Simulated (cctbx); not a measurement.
**Occupancies in NaMoS3**

Cell a = 6.5350 Å, b = 6.5350 Å, c = 16.6440 Å, α = 90.00°, β = 90.00°, γ = 120.00°; space group R3c (no. 161); nominal formula NaMoS3.

The data are simulated with cctbx, not measured: Cu Kα, λ = 1.54184 Å, to d = 0.8 Å, 50 % of the full sphere, strongest reflection 40000 counts, noise from counting, a 1.5 % proportional error and a noise floor of 2 counts (s.d.); no absorption.

With every site full:

```text
Rint 0.016, 269 unique reflections to 0.80 A
cycle     R1     wR2    GooF  max shift (A)
   1  0.0811  0.1838   8.386   0.00332
   2  0.0099  0.0226   1.029   0.00034
final R1 0.0100 wR2 0.0226 GooF 1.029  parameters 15  data/parameter 17.9
atom        x        y        z      Ueq    occ   su(xyz)  su(Uiso or U11)
Mo1    0.33333  0.66667  0.16963   0.0285  1.000  0.00002  0.0001
S1     0.20479  0.33500  0.08607   0.0333  1.000  0.00097  0.0011
Na1    0.66667  0.33333  0.09332   0.0291  1.000  0.00050  0.0004
difference map: max 0.15 min -0.20 rms 0.04
Q1    1.0000  0.4222  0.7526   18    0.15  0.75 A from S1
Q2    0.0000  0.0000  0.1263    6    0.13  2.03 A from S1
Q3    0.0000  0.0000  0.3782    6    0.12  1.97 A from Na1
Q4    0.0000  0.0000  0.4792    6    0.12  0.40 A from Mo1
Q5    0.1442  0.4469  0.4949   18    0.11  1.67 A from S1
Q6    0.0530  0.5023  0.8593   18    0.11  1.84 A from S1
```

With the occupancies of the suspect sites free, each still typed as its main element:

```text
Rint 0.016, 269 unique reflections to 0.80 A
cycle     R1     wR2    GooF  max shift (A)
   1  0.1379  0.3002  13.721   0.00066
  13  0.0093  0.0212   0.967   0.00008
final R1 0.0092 wR2 0.0211 GooF 0.965  parameters 16  data/parameter 16.8
atom        x        y        z      Ueq    occ   su(xyz)  su(Uiso or U11)
Mo1    0.33333  0.66667  0.16963   0.0285  1.000  0.00001  0.0001
S1     0.20485  0.33513  0.08606   0.0333  1.000  0.00089  0.0011
Na1    0.66667  0.33333  0.09342   0.0276  0.977  0.00046  0.0005
su of occupancy Na1: 0.006
difference map: max 0.14 min -0.18 rms 0.04
Q1    0.0005  0.4201  0.7526   18    0.14  0.77 A from S1
Q2    0.0000  0.0000  0.1255    6    0.13  2.02 A from S1
Q3    0.0000  0.0000  0.3786    6    0.12  1.97 A from Na1
Q4    0.1477  0.4508  0.4941   18    0.11  1.69 A from S1
Q5    0.0564  0.4991  0.8610   18    0.11  1.88 A from S1
Q6    0.0211  0.2134  0.6785   18    0.10  1.72 A from S1
```

**Question.** What is the disorder?

X-rays count electrons. Na1 refines to 0.977(0.006), or 10.7 electrons; the site truly holds 0.97 Na, 10.7 electrons, which is 0.970 of Na. A value under 1 can't tell vacancies from a lighter guest, and one over 1 needs a heavier guest; chemistry or a second radiation must settle which. Occupancy correlates with U and the scale, so the match is approximate.

Freeing them takes R1 from 0.0100 to 0.0092 and GooF from 1.03 to 0.96.

The model is made up (kin elements in a known structure type, no relaxation), so it says nothing on whether the phase exists.

[Middle refinement cycles are left out of these outputs.]

[Logs are printed without paths, hosts, clocks, repeated set-up lines and the standing remarks that a program may print on its own settings, such as how far it seeks lower states.]
